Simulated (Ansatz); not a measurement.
Planning a run of Ansatz 0.2.0 on GaSi2P (zincblende [110] superlattice) (Pmn2_1). The input:

The structure was built from a prototype and need not be the compound's stable phase.

```yaml
crystal:
  lattice:
    - [3.8421553024, 0.0, 0.0]
    - [0.0, 5.4375168448, -2.7834e-06]
    - [0.0, -3.9364e-06, 7.6837588716]
  atoms:
    - { symbol: Ga, position: [0.0, 0.0105503467, 0.1195680423] }
    - { symbol: P, position: [0.5, 0.265858019, 0.1263065394] }
    - { symbol: Ga, position: [0.5, 0.5105504621, 0.3815065334] }
    - { symbol: P, position: [0.0, 0.7658579839, 0.3747682615] }
    - { symbol: Si, position: [0.0, -0.0124352107, 0.625188481] }
    - { symbol: Si, position: [0.5, 0.2360271271, 0.6275191079] }
    - { symbol: Si, position: [0.5, 0.4875643784, 0.8758866051] }
    - { symbol: Si, position: [0.0, 0.7360268935, 0.873555144] }
kpoints:
  mp_grid: { grid: [6, 4, 4] }
hamiltonian:
  xc: pbesol
  pseudopotentials: { kind: paw, azcp: { folder: soft_1 }, xc_functional: pbe }
scf:
  occupations: { method: fixed }
gw:
  n_empty_bands: 710
  ecut_chi: 156.0
  qp_bands: [v2, c2]
  qp_kpoints: band_edges
  screening: { model: contour_deformation }
```

```sh
ansatz run input.yaml --threads 32 --pin off --max-ram 82944MiB --backend cuda --events-out ev --progress --plain --runs-dir out --devices 1 --max-vram 78GiB
```

How long will it take on 1 × NVIDIA GB200 (shared by 2 runs) with 32 threads of Arm Neoverse V2, shared host, and how much memory?

It took 71 s; on shared hardware allow 36 s to 2.4 min. Peak host memory was 5.3 GiB. The sizes that set the cost: 3115 plane waves a state, 36 irreducible k points, 736 bands summed, 719 plane waves in the screening and 8 SCF cycles.

The screening grows as filled bands × empty bands × pairs of k points, times the square of the screening basis for the matrix.

[Paths, hosts, dates, memory and timing lines, banners, echoed tables and standing remarks are left out of the program output.]

[Logs are printed without paths, hosts, clocks, repeated set-up lines and the standing remarks that a program may print on its own settings, such as how far it seeks lower states.]

[Runs of the session that timed out or met a known fault of the program may be left out.]

[Cells called generated may have been cut or substituted from an entry of the Crystallography Open Database or the Materials Project.]

[Hosts, paths, dates, database ids (printed as entryN), source tags and the programs' standing remarks are cut or masked in the printed files.]
